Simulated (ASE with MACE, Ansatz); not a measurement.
# Boundary energy of Σ13 (510)[001] symmetric tilt boundary in W (64 atoms)

What is the boundary energy of this cell, counted against the bulk crystal, and how far does it hang on functional and mesh?

Calculated with Ansatz 0.2.0: Kohn-Sham DFT, PBE, PAW (set soft_2), plane waves; cutoff 420 eV, fermi-dirac smearing of 0.1 eV. Cutoffs: 420 eV for PBE and PBEsol; 500 eV for r2SCAN.

**The cells**

The cell holds 64 atoms: 64 W. Cell: a = 6.370 Å, b = 8.275 Å, c = 20.922 Å, α = 90.0°, β = 90.0°, γ = 101.1°. It derives from W. The starting structure: Two grains of W, one the mirror image of the other in the boundary plane, two boundaries a cell; of 6 trial joints (lateral shifts, openings, close atoms taken out) the lowest after a short relaxation with the MACE-MP-0b2 potential was kept (shift [0, 0] of the surface cell, opening 0.00 Å, one of each pair under 1.66 Å removed), then its atoms and the cell's length along the normal were relaxed with that potential. Lattice constants are starting values near those of PBE.

The bulk reference is W2 in a cell of 2 atoms, 16.155 Å³ an atom.

The input of the single point on the relaxed cell:

```yaml
crystal:
  lattice:
    - [6.37, 0.0, 0.0]
    - [-1.5925, 8.12019, 0.0]
    - [0.0, 0.0, 20.92172]
  atoms:
    - { symbol: W, position: [0.09388, 0.37535, 0.99998] }
    - { symbol: W, position: [0.1945, 0.7776, 0.00017] }
    - { symbol: W, position: [0.28663, 0.14639, 0.06277] }
    - { symbol: W, position: [0.38668, 0.5468, 0.08001] }
    [... 58 atom lines left out ...]
    - { symbol: W, position: [0.94023, 0.76084, 0.58003] }
    - { symbol: W, position: [0.54033, 0.16127, 0.56279] }
kpoints:
  mp_grid: { grid: [6, 4, 2] }
hamiltonian:
  xc: pbe
scf:
  occupations: { method: fermi_dirac, width: 0.1 }
output:
  forces: true
  stress: true
  populations: true
  dos:
    method: { smearing: { sigma: 0.08 } }
    de: 0.1
    projected:
      site_lists:
        W: [W]
        lower_grain: [... 36 sites ...]
        upper_grain: [... 28 sites ...]
  eigenvalues: true
  write_density: true
  write_potential: true
  volumetric_format: npy
```

```
                                           cell  formula                    k-mesh  relaxation steps  gain on relaxing (eV)  free energy, PBE (eV)  time of its runs on this page
Sigma13 (510)[001] symmetric tilt boundary in W      W64  6×4×2 (relaxed on 4×3×1)                 6                   2.65            -664614.297                           65 s
                                         bulk W       W2                  17×17×17                 -                      -             -20769.662                          9.3 s
```

**Boundary energy**

The excess is the cell's free energy less 32 times that of the bulk cell. It is divided by twice the area, as the cell holds two boundaries, so the value is their mean, and they need not be alike (51.73 Å²), with 1 eV/Å² = 16.022 J/m².

| level | k-mesh | excess (eV) | boundary energy (J/m²) | per area (meV/Å²) |
| --- | --- | --- | --- | --- |
| PBE | 6×4×2 | 14.881 | 2.305 | 143.8 |
| PBE, denser mesh | 7×6×2 | 14.866 | 2.302 | 143.7 |
| r2SCAN | 6×4×2 | 17.021 | 2.636 | 164.5 |
| PBEsol | 6×4×2 | 16.663 | 2.581 | 161.1 |

Worked for the first row at PBE: (-664614.297) − 32 × (-20769.662) = 14.881 eV (from unrounded energies).

Then 14.881 / (2 × 51.73) × 16.022 = 2.305 J/m².

**Findings**

At PBE the boundary energy is 2.30 J/m². At the same geometries the levels give 2.30 (PBE) to 2.64 J/m² (r2SCAN) and the denser mesh leaves it within 0.01 J/m². Relaxing the atoms lowered it by 0.410 J/m² from the start (on the 4×3×1 mesh of the relaxation), and the farthest atom moved 0.26 Å.

Limits: The cell edges were held, so the lattice is the typed one for every functional, and the length along the normal is the one that the machine-learned potential gave. Cell and bulk are sampled on unlike meshes, and the error grows with the number of atoms subtracted. These are free energies under a smearing of 0.1 eV, whose entropy term isn't removed. The joint was picked among a few trials by a machine-learned potential, and a lower one may exist. Spin–orbit coupling is left out, which matters for the levels of the heavy elements.

[Logs are printed without paths, hosts, clocks, repeated set-up lines and the standing remarks that a program may print on its own settings, such as how far it seeks lower states.]

[Hosts, paths, dates, database ids (printed as entryN), source tags and the programs' standing remarks are cut or masked in the printed files.]
